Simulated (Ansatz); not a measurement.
The compound is BaReO3 (cubic perovskite) (Pm-3m).

The structure was built from a prototype and need not be the compound's stable phase.

```yaml
crystal:
  lattice:
    - [0.00000, -3.96026, 0.00000]
    - [0.00000, 0.00000, 3.96026]
    - [-3.96026, 0.00000, 0.00000]
  atoms:
    - { symbol: Ba, position: [0.00000, 0.00000, 0.00000] }
    - { symbol: Re, position: [0.50000, 0.50000, 0.50000] }
    - { symbol: O, position: [0.50000, 0.50000, 0.00000] }
    - { symbol: O, position: [0.50000, 0.00000, 0.50000] }
    - { symbol: O, position: [0.00000, 0.50000, 0.50000] }
```

The structure was relaxed with LDA. The structure type comes from a generator and need not be one that this composition takes. The structure was generated from a model, not taken from a measurement. The runs that relaxed it are not among those shown. The program's search for lower electronic states was switched off, so nothing shows that the state found is the lowest. Spin-orbit coupling is left out unless a run names it. PAW set soft_2, made with PBE.

A constrained-RPA run (Ansatz 0.2.0; non-magnetic LDA; Re t2g + anion p, bands v11 to c1, 4×4×4 mesh, medium accuracy) builds 12 functions on bands 11 eV wide, with 21.0 electrons in the window. The bare on-site interaction is 13.8 eV and the bare J 0.60 eV.

**Question.** What U and J survive the screening?

On the Re t2g shell, U = 4.41 eV (32 % of the bare value), U′ = 3.54 eV, J = 0.44 eV.

The parent state is non-magnetic and the interaction static (zero frequency); U depends on the window and the orbitals, so it belongs to this model alone. Spin-orbit coupling, which is strong for atoms this heavy, is left out. A window that holds the anion p bands defines a model with explicit ligands; its U belongs to that model and is not the U of DFT+U.

[Paths, hosts, dates, memory and timing lines, banners, echoed tables and standing remarks are left out of the program output.]

[Logs are printed without paths, hosts, clocks, repeated set-up lines and the standing remarks that a program may print on its own settings, such as how far it seeks lower states.]

[Runs of the session that timed out or met a known fault of the program may be left out.]

[Hosts, paths, dates, database ids (printed as entryN), source tags and the programs' standing remarks are cut or masked in the printed files.]
